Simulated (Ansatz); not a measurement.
# Localised basis functions on P-1 (COD entry) HgC4F6, size series (88 atoms)

Wanted: errors and times of a linear-scaling basis for P-1 (COD entry) HgC4F6, size series (88 atoms). A setting counts as converged where the r.m.s. difference of forces stays under 1 % of the r.m.s. force.

Program: Ansatz 0.2.0. Level of theory: Kohn-Sham DFT, PBE, PAW (set soft_2), plane waves. Values are calculated unless marked as measured.

## 1. The system as given

The cell holds 88 atoms: 8 Hg, 32 C and 48 F. Cell: a = 9.912 Å, b = 11.466 Å, c = 12.788 Å, α = 104.6°, β = 109.3°, γ = 107.2°. It derives from HgC4F6 (P-1 (measured, COD)), repeated 2×2×2. P-1 (COD entry) HgC4F6 (cell 4.956, 5.733, 6.394, 104.6, 109.3, 107.2), 2 x 2 x 2 conventional cells; ideal positions.

Limits known from the start: Spin–orbit coupling is left out, which matters for the levels of the heavy elements.

## 2. Plane-wave single point

This run is the reference for what follows, at a cutoff of 420 eV.

File input.yaml:

```yaml
crystal:
  lattice:
    - [9.912, 0.0, 0.0]
    - [-3.38294, 10.95559, 0.0]
    - [-4.23083, -4.67329, 11.12625]
  atoms:
    - { symbol: Hg, position: [0.0, 0.0, 0.0] }
    - { symbol: C, position: [0.1055, 0.0655, 0.40455] }
    - { symbol: C, position: [0.3945, 0.4345, 0.09545] }
    - { symbol: C, position: [0.096, 0.162, 0.3686] }
    - { symbol: C, position: [0.404, 0.338, 0.1314] }
    - { symbol: F, position: [0.19405, 0.00635, 0.37215] }
    - { symbol: F, position: [0.30595, 0.49365, 0.12785] }
    - { symbol: F, position: [0.1653, 0.2052, 0.3085] }
    - { symbol: F, position: [0.3347, 0.2948, 0.1915] }
    - { symbol: F, position: [0.014, 0.22935, 0.39145] }
    - { symbol: F, position: [0.486, 0.27065, 0.10855] }
    - { symbol: Hg, position: [0.0, 0.0, 0.5] }
    - { symbol: C, position: [0.1055, 0.0655, 0.90455] }
    - { symbol: C, position: [0.3945, 0.4345, 0.59545] }
    - { symbol: C, position: [0.096, 0.162, 0.8686] }
    - { symbol: C, position: [0.404, 0.338, 0.6314] }
    - { symbol: F, position: [0.19405, 0.00635, 0.87215] }
    - { symbol: F, position: [0.30595, 0.49365, 0.62785] }
    - { symbol: F, position: [0.1653, 0.2052, 0.8085] }
    - { symbol: F, position: [0.3347, 0.2948, 0.6915] }
    - { symbol: F, position: [0.014, 0.22935, 0.89145] }
    - { symbol: F, position: [0.486, 0.27065, 0.60855] }
    - { symbol: Hg, position: [0.0, 0.5, 0.0] }
    - { symbol: C, position: [0.1055, 0.5655, 0.40455] }
    - { symbol: C, position: [0.3945, 0.9345, 0.09545] }
    - { symbol: C, position: [0.096, 0.662, 0.3686] }
    - { symbol: C, position: [0.404, 0.838, 0.1314] }
    - { symbol: F, position: [0.19405, 0.50635, 0.37215] }
    - { symbol: F, position: [0.30595, 0.99365, 0.12785] }
    - { symbol: F, position: [0.1653, 0.7052, 0.3085] }
    - { symbol: F, position: [0.3347, 0.7948, 0.1915] }
    - { symbol: F, position: [0.014, 0.72935, 0.39145] }
    - { symbol: F, position: [0.486, 0.77065, 0.10855] }
    - { symbol: Hg, position: [0.0, 0.5, 0.5] }
    - { symbol: C, position: [0.1055, 0.5655, 0.90455] }
    - { symbol: C, position: [0.3945, 0.9345, 0.59545] }
    - { symbol: C, position: [0.096, 0.662, 0.8686] }
    - { symbol: C, position: [0.404, 0.838, 0.6314] }
    - { symbol: F, position: [0.19405, 0.50635, 0.87215] }
    - { symbol: F, position: [0.30595, 0.99365, 0.62785] }
    - { symbol: F, position: [0.1653, 0.7052, 0.8085] }
    - { symbol: F, position: [0.3347, 0.7948, 0.6915] }
    - { symbol: F, position: [0.014, 0.72935, 0.89145] }
    - { symbol: F, position: [0.486, 0.77065, 0.60855] }
    - { symbol: Hg, position: [0.5, 0.0, 0.0] }
    - { symbol: C, position: [0.6055, 0.0655, 0.40455] }
    - { symbol: C, position: [0.8945, 0.4345, 0.09545] }
    - { symbol: C, position: [0.596, 0.162, 0.3686] }
    - { symbol: C, position: [0.904, 0.338, 0.1314] }
    - { symbol: F, position: [0.69405, 0.00635, 0.37215] }
    - { symbol: F, position: [0.80595, 0.49365, 0.12785] }
    - { symbol: F, position: [0.6653, 0.2052, 0.3085] }
    - { symbol: F, position: [0.8347, 0.2948, 0.1915] }
    - { symbol: F, position: [0.514, 0.22935, 0.39145] }
    - { symbol: F, position: [0.986, 0.27065, 0.10855] }
    - { symbol: Hg, position: [0.5, 0.0, 0.5] }
    - { symbol: C, position: [0.6055, 0.0655, 0.90455] }
    - { symbol: C, position: [0.8945, 0.4345, 0.59545] }
    - { symbol: C, position: [0.596, 0.162, 0.8686] }
    - { symbol: C, position: [0.904, 0.338, 0.6314] }
    - { symbol: F, position: [0.69405, 0.00635, 0.87215] }
    - { symbol: F, position: [0.80595, 0.49365, 0.62785] }
    - { symbol: F, position: [0.6653, 0.2052, 0.8085] }
    - { symbol: F, position: [0.8347, 0.2948, 0.6915] }
    - { symbol: F, position: [0.514, 0.22935, 0.89145] }
    - { symbol: F, position: [0.986, 0.27065, 0.60855] }
    - { symbol: Hg, position: [0.5, 0.5, 0.0] }
    - { symbol: C, position: [0.6055, 0.5655, 0.40455] }
    - { symbol: C, position: [0.8945, 0.9345, 0.09545] }
    - { symbol: C, position: [0.596, 0.662, 0.3686] }
    - { symbol: C, position: [0.904, 0.838, 0.1314] }
    - { symbol: F, position: [0.69405, 0.50635, 0.37215] }
    - { symbol: F, position: [0.80595, 0.99365, 0.12785] }
    - { symbol: F, position: [0.6653, 0.7052, 0.3085] }
    - { symbol: F, position: [0.8347, 0.7948, 0.1915] }
    - { symbol: F, position: [0.514, 0.72935, 0.39145] }
    - { symbol: F, position: [0.986, 0.77065, 0.10855] }
    - { symbol: Hg, position: [0.5, 0.5, 0.5] }
    - { symbol: C, position: [0.6055, 0.5655, 0.90455] }
    - { symbol: C, position: [0.8945, 0.9345, 0.59545] }
    - { symbol: C, position: [0.596, 0.662, 0.8686] }
    - { symbol: C, position: [0.904, 0.838, 0.6314] }
    - { symbol: F, position: [0.69405, 0.50635, 0.87215] }
    - { symbol: F, position: [0.80595, 0.99365, 0.62785] }
    - { symbol: F, position: [0.6653, 0.7052, 0.8085] }
    - { symbol: F, position: [0.8347, 0.7948, 0.6915] }
    - { symbol: F, position: [0.514, 0.72935, 0.89145] }
    - { symbol: F, position: [0.986, 0.77065, 0.60855] }
kpoints:
  mp_grid: { grid: [2, 1, 1] }
hamiltonian:
  xc: pbe
scf:
  occupations: { method: gaussian, width: 0.025 }
output:
  forces: true
  stress: true
  populations: intrinsic
  dos:
    method: { smearing: { sigma: 0.08 } }
    de: 0.1
    projected: { site_lists: { C: [C], F: [F], Hg: [Hg] } }
  eigenvalues: true
  write_density: true
  write_potential: true
  volumetric_format: npy
  elf: true
```

Run with:

```bash
$ ansatz run input.yaml --threads 8 --pin off --max-ram 15872MiB --backend cpu --events-out ev --progress --plain --runs-dir out
```

The log of the run:

```text
Engine: ansatz 0.2.0, aarch64-unknown-linux-gnu
Pseudopotentials: kind: paw
Pseudopotential: Hg, paw, valence charge 20, recommended cutoff 420 eV (normal), Hg.paw.azcp
Pseudopotential: C, paw, valence charge 4, recommended cutoff 420 eV (normal), C.paw.azcp
Pseudopotential: F, paw, valence charge 7, recommended cutoff 420 eV (normal), F.paw.azcp
[... 5 lines on functional and potentials left out ...]
Crystal: 88 atoms, lattice volume = 1208.220 Å³
Basis set: ecut = 420 eV, 23595 PW (Γ), exchange–correlation on 144×160×180 points (8 copies of the dense FFT grid, shifted against one another)
Bands: 400, of which v1, the nominal top of the filled ones, is band 312 counted from 1 (311 counted from 0)
Symmetry: 16 space group operations
Space group: P-1 (ITA 2), of the structure as read, at distance tolerance 1.1e-4 Å
k-points: 2
[... 7 lines on functional and potentials left out ...]
Initial density: superposition of atomic densities (neutral atoms: chi_scale 0, normalization atom), corrected by the library's trained network
Initial wavefunctions: pseudopotential atomic-orbital guess
Functional: x = pbe(κ = 0.804, μ = 0.219515), c = pbe(β = 0.066725)
SCF iter   1: F=—  HF=-157274.921664 eV  |F-HF|=—  |Δ(HF+E_count)|=         —  Δρ=2.39e-3  dr2=1.98e-2  ethr=1.77e-3  ⟨swp⟩=6.0  Hψ=3040  notcnv=0  defer=73
preconditioner: auto → Resta (q_TF=auto, 2.444 Å⁻¹)  ε∞=3.2  [insulator: Δε(μ)=3.559 eV  Ē_g=17.124 eV  σ=0.025 eV  W_gap=1.00  n_scr=288 (ndim 8)  ℏωp=25.3 eV  f_vac=0.208  D(μ)=0.00/eV (n_scr^D=0)  ε∞_Penn≈3.2]
SCF iter   2: F=—  HF=-157274.960144 eV  |F-HF|=—  |Δ(HF+E_count)|=   3.85e-2  Δρ=1.32e-3  dr2=6.09e-3  ethr=3.18e-6  ⟨swp⟩=2.0  Hψ=1499  notcnv=0  defer=154
SCF iter   3: F=—  HF=-157274.975862 eV  |F-HF|=—  |Δ(HF+E_count)|=   1.57e-2  Δρ=4.48e-4  dr2=1.54e-3  ethr=9.76e-7  ⟨swp⟩=2.0  Hψ=1125  notcnv=0  defer=154
SCF iter   4: F=—  HF=-157274.976954 eV  |F-HF|=—  |Δ(HF+E_count)|=   1.09e-3  Δρ=1.00e-4  dr2=9.29e-5  ethr=2.46e-7  ⟨swp⟩=2.0  Hψ=1107  notcnv=0  defer=154
SCF iter   5: F=—  HF=-157274.975864 eV  |F-HF|=—  |Δ(HF+E_count)|=   1.09e-3  Δρ=3.91e-5  dr2=1.53e-5  ethr=1.49e-8  ⟨swp⟩=2.0  Hψ=1203  notcnv=0  defer=154
SCF iter   6: F=—  HF=-157274.975875 eV  |F-HF|=—  |Δ(HF+E_count)|=   1.02e-5  Δρ=2.08e-5  dr2=3.52e-6  ethr=2.46e-9  ⟨swp⟩=2.0  Hψ=1203  notcnv=0  defer=154
SCF iter   7: F=—  HF=-157274.975874 eV  |F-HF|=—  |Δ(HF+E_count)|=   3.44e-7  Δρ=5.03e-6  dr2=2.93e-7  ethr=5.64e-10  ⟨swp⟩=2.0  Hψ=1197  notcnv=0  defer=154
SCF iter   8: F=-157274.975874 eV  HF=-157274.975874 eV  |F-HF|=2.66e-8  |Δ(HF+E_count)|=   1.57e-7  Δρ=2.33e-6  dr2=5.00e-8  ethr=1.60e-11  ⟨swp⟩=16.0  Hψ=6325  notcnv=0
SCF 1 converged in 8 iterations: F = -157274.975874 eV  dr2 = 5.00e-8
  greatest PAW one-centre occupation: 1.000 electrons in one spin orbital (limit 2), on the Hg atom at site 77 (counted from 0), in its partial waves of l = 0
SCF converged after 8 iterations
Free energy (F): -157274.975874 eV
Harris-Foulkes:  -157274.975874 eV  (|F-HF|=2.66e-8)
Internal energy: -157274.975874 eV  (E = F + TS)
E sigma→0 (E₀):  -157274.975874 eV
Fermi energy:    5.429559 eV
--- Per-component energies (eV) ---
  E_band       = -8167.998482
  E_kinetic    = 17629.257152
  E_local      = -66792.145273  (includes V_loc(G=0)·N_el)
  E_nonlocal   = 4961.362386
  E_hartree    = 25896.250169
  E_xc         = -7081.691601
  E_vxc        = -8846.413672  (∫ρ·V_xc dr)
  E_paw        = -92352.626911  (= ΣΔE_a)
  E_vpaw       = -6912.649929  (= ΣTr[D̂ρ^β])
  E_aug_tail   = 0.106572  (compensation charges beyond the density's cutoff)
  E_ewald      = -39535.488368
  E_smearing   = -0.000000  (= −TS)
  E_closure    = -0.000000  (closes the sum)
  Σ components = -157274.975874   (vs F -157274.975874, Δ=0.00e0)
--- Forces (eV/Å), atoms counted from 1 ---
  atom   1  Hg    -0.00000000    -0.00000000    -0.00000000
  atom   2  C      0.17311463    -0.29400378     0.02321144
  atom   3  C     -0.17311463     0.29400378    -0.02321144
  atom   4  C     -0.75905544    -0.07731780     0.47307399
  atom   5  C      0.75905544     0.07731780    -0.47307399
  atom   6  F      0.49610586    -0.11355690    -0.21749444
  atom   7  F     -0.49610586     0.11355690     0.21749444
  atom   8  F      1.31287330     1.22953586    -1.13065472
  atom   9  F     -1.31287330    -1.22953586     1.13065472
  atom  10  F     -0.45737800     0.02519832     0.13285428
  atom  11  F      0.45737800    -0.02519832    -0.13285428
  atom  12  Hg     0.00000000     0.00000000     0.00000000
  atom  13  C      0.17311463    -0.29400378     0.02321144
  atom  14  C     -0.17311463     0.29400378    -0.02321144
[...]
atom  87  F     -0.45737800     0.02519832     0.13285428
  atom  88  F      0.45737800    -0.02519832    -0.13285428
  max |Σ_I F_I| component: 1.55e-15 eV/Å
--- Stress (GPa, compression-positive) ---
        8.715782       2.841608      -4.188758
        2.841610       9.237791      -4.309373
       -4.188761      -4.309368       6.238516
  P = ⅓ Tr σ = 8.0640 GPa (80.640 kbar)
--- Band table (eV) ---
  k-point 0: bands = ["-110.6114", "-110.6114", "-110.6114", "-110.6114", [... 384 levels ...], "13.7582", "13.8467", "13.8499", "13.9005", "13.9663", "14.0626", "14.1270", "14.1863", "14.1871", "14.2912", "14.3891", "14.3907"]
  k-point 1: bands = ["-110.6114", "-110.6114", "-110.6114", "-110.6114", [... 384 levels ...], "13.6439", "13.6439", "13.9602", "13.9602", "13.9797", "13.9797", "13.9840", "13.9840", "14.1657", "14.1657", "14.2328", "14.2328"]
--- intrinsic populations: 88 sites ---
  site symbol       q [e]
     0     Hg     18.9031
     1      C      4.2974
     2      C      4.2974
[...]
87      F      7.2524
  spilling = -0.000000 (of n_electrons = 624.000000)
```

Run time: 19 s. Hardware: 8 threads of Arm Neoverse V2, shared host; peak memory 4.2 GiB.

Reading the cycles: dr2 is the Hartree energy of the density residual (eV), the measure of convergence; HF is the Harris–Foulkes estimate of the energy, which meets the free energy F at convergence.

The run gave:

```yaml
free_energy: -157274.9759 eV
free_energy_per_atom: -1787.2156 eV/atom
scf_cycles: 8
pressure: 8.064 GPa
r_m_s_force_component: 0.6015 eV/Å
longest_force: 2.125 eV/Å
fermi_energy: 5.43 eV
spacing_of_highest_filled_and_lowest_empty_level: 3.554 eV
```

The r.m.s. force component of 0.60 eV/Å and the pressure of 8.1 GPa set the scale for the differences below.

## 3. Support functions low

The cell is solved in localised support functions. The level low gives here a grid of 60×72×72 points and a radius of 3.69 Å.

This step: Kohn-Sham DFT, PBE, PAW (set soft_2), localised support functions (low) (Ansatz 0.2.0).

input.yaml, the sections that differ from step 2:

```yaml
scf:
  occupations: { method: gaussian, width: 0.025 }
  eigensolver: { kind: { support_functions: { accuracy: low } } }
  max_iter: 150
output:
  forces: true
  eigenvalues: true
# crystal, kpoints, hamiltonian: as in step 2
```

The log of the run:

```text
Warning: scf.eigensolver.kind.support_functions: disabling space-group detection — the functions' gradient is summed over unrotated k-points, so no spatial operation reduces the k-mesh or symmetrises the density; time reversal is kept, so that k and −k are solved as one point where they differ and the mesh holds both, and exact exchange and, on two spinor components, a DFT+U term hold to it where the run has them: [...]
settings of this run that can trade accuracy for cost: scf.eigensolver.kind.support_functions; scf.eigensolver.kind.support_functions.accuracy: low [...]
[...]
Crystal: 88 atoms, lattice volume = 1208.220 Å³
Basis set: ecut = 420 eV, 23595 PW (Γ), exchange–correlation on 150×180×180 points (8 copies of the dense FFT grid, shifted against one another)
Bands: 375, of which v1, the nominal top of the filled ones, is band 312 counted from 1 (311 counted from 0)
Symmetry: 1 space group operations
k-points: 2
[...]
Eigensolver: Support functions (low, 60×72×72 points, laid for a spacing of at most 0.181454 Å, radius 3.689830 Å, 2 species' potentials softened for the grid, 3 wholly corrected for its errors in the mean over positions, 3 with the egg-box correction, energy correction by stochastic trace)
[...]
SCF iter   1: F=—  HF=-157410.523565 eV  |F-HF|=—  |Δ(HF+E_count)|=         —  Δρ=1.85e-1  dr2=5.17e2  ethr=1.00e-1
[...]
SCF iter  11: F=—  HF=-157275.571415 eV  |F-HF|=—  |Δ(HF+E_count)|=   3.08e-3  Δρ=5.59e-5  dr2=3.81e-5  ethr=5.77e-8  κ⁻¹=1.1e-6(r=7)
SCF iter  12: F=-157275.574041 eV  HF=-157275.574049 eV  |F-HF|=8.06e-6  |Δ(HF+E_count)|=   2.63e-3  Δρ=4.26e-5  dr2=1.41e-5  ethr=6.10e-9
SCF 1 converged in 12 iterations: F = -157275.611976 eV  dr2 = 1.41e-5
[...]
SCF converged after 12 iterations
Stability not checked: this state was not tested for a lower state beside it, because the mixer in use, unlike msr1, does not test its closes by its own steps (another_mixer; see scf.mixing.algorithm and scf.lower_state_search)
Free energy (F): -157275.611976 eV
[...]
Internal energy: -157275.611976 eV  (E = F + TS)
E sigma→0 (E₀):  -157275.611976 eV
Fermi energy:    5.429688 eV
[...]
Σ components = -157275.611976   (vs F -157275.611976, Δ=0.00e0)
--- Forces (eV/Å), atoms counted from 1 ---
  atom   1  Hg     0.00023933     0.00022956    -0.00003040
  atom   2  C      0.17819551    -0.29333994     0.01930903
  atom   3  C     -0.17833076     0.29341838    -0.01903972
  atom   4  C     -0.75907626    -0.07593369     0.47275736
[...]
atom  88  F      0.45039613    -0.02237568    -0.13127159
  max |Σ_I F_I| component: 9.39e-3 eV/Å
--- Band table (eV) ---
[...]
```

The job ended after 1.7 min (8 threads; peak memory 4.3 GiB).

The program notes that the band table was not solved further than the SCF left it and it switched symmetry off.

Keys that differ from the reference: support_functions.accuracy = "low" and scf.max_iter = 150.

Forces differ from the reference by 3.8 meV/Å r.m.s., 0.64 % of their size, within a tolerance of 1 %; the energy by -7.2 meV/atom. It took roughly 5.5 times the reference's time (one timing each, with unlike analyses asked), in 12 cycles against 8.

## 4. Support functions medium

The level medium is asked for. Here it resolves to the same grid and radius as in the run with support functions low, so the basis is not new. Besides, the program derives a nominal cutoff of 631 eV for this run, against the reference's 420.

This step: Kohn-Sham DFT, PBE, PAW (set soft_2), localised support functions (medium) (Ansatz 0.2.0).

input.yaml, the sections that differ from step 3:

```yaml
scf:
  occupations: { method: gaussian, width: 0.025 }
  eigensolver: { kind: { support_functions: { accuracy: medium } } }
  max_iter: 150
# crystal, kpoints, hamiltonian, output: as in step 3
```

The log of the run:

```text
[...]
Warning: basis.ecutwfc = 631 eV, auto-derived: no grid that the accuracy of the support functions lays serves the files at the lower one that their records recommend; a deck with other species or settings can derive another value
[...]
Crystal: 88 atoms, lattice volume = 1208.220 Å³
Basis set: ecut = 631 eV, 43529 PW (Γ), exchange–correlation on 180×192×216 points (8 copies of the dense FFT grid, shifted against one another)
Bands: 375, of which v1, the nominal top of the filled ones, is band 312 counted from 1 (311 counted from 0)
Symmetry: 1 space group operations
k-points: 2
[...]
Eigensolver: Support functions (medium, 60×72×72 points, laid for a spacing of at most 0.179762 Å, radius 3.689830 Å, 2 species' potentials softened for the grid, 3 wholly corrected for its errors in the mean over positions, 3 with the egg-box correction, energy correction by stochastic trace)
[...]
SCF iter   1: F=—  HF=-157410.580327 eV  |F-HF|=—  |Δ(HF+E_count)|=         —  Δρ=1.85e-1  dr2=5.17e2  ethr=1.00e-1
[...]
SCF iter  13: F=—  HF=-157275.576444 eV  |F-HF|=—  |Δ(HF+E_count)|=   2.25e-3  Δρ=1.50e-5  dr2=1.98e-6  ethr=2.27e-9  κ⁻¹=2.1e-6(r=7)
SCF iter  14: F=-157275.576444 eV  HF=-157275.576444 eV  |F-HF|=1.36e-8  |Δ(HF+E_count)|=   3.14e-7  Δρ=3.22e-6  dr2=1.66e-7  ethr=3.18e-10
SCF 1 converged in 14 iterations: F = -157275.612154 eV  dr2 = 1.66e-7
[...]
SCF converged after 14 iterations
[...]
Free energy (F): -157275.612154 eV
[...]
Internal energy: -157275.612154 eV  (E = F + TS)
E sigma→0 (E₀):  -157275.612154 eV
Fermi energy:    5.429970 eV
[...]
Σ components = -157275.612154   (vs F -157275.612154, Δ=0.00e0)
--- Forces (eV/Å), atoms counted from 1 ---
  atom   1  Hg     0.00022417     0.00021649    -0.00007724
  atom   2  C      0.17830379    -0.29348444     0.01947404
  atom   3  C     -0.17846562     0.29354281    -0.01930570
  atom   4  C     -0.75916415    -0.07508221     0.47226971
[...]
atom  88  F      0.45036581    -0.02241760    -0.13126390
  max |Σ_I F_I| component: 8.24e-3 eV/Å
--- Band table (eV) ---
[...]
```

Wall time 1.9 min (8 threads); peak memory 4.6 GiB; 15 min of CPU time.

Keys that differ from the reference: support_functions.accuracy = "medium" and scf.max_iter = 150.

Forces differ from the reference by 3.9 meV/Å r.m.s., 0.65 % of their size, within a tolerance of 1 %; the energy by -7.2 meV/atom. It took roughly 6.1 times the reference's time (one timing each, with unlike analyses asked), in 14 cycles against 8.

[end of part 1 of 2]

[Long decimals in the printed logs are rounded to 6 places.]

[Logs are printed without paths, hosts, clocks, repeated set-up lines and the standing remarks that a program may print on its own settings, such as how far it seeks lower states.]

[Hosts, paths, dates, database ids (printed as entryN), source tags and the programs' standing remarks are cut or masked in the printed files.]
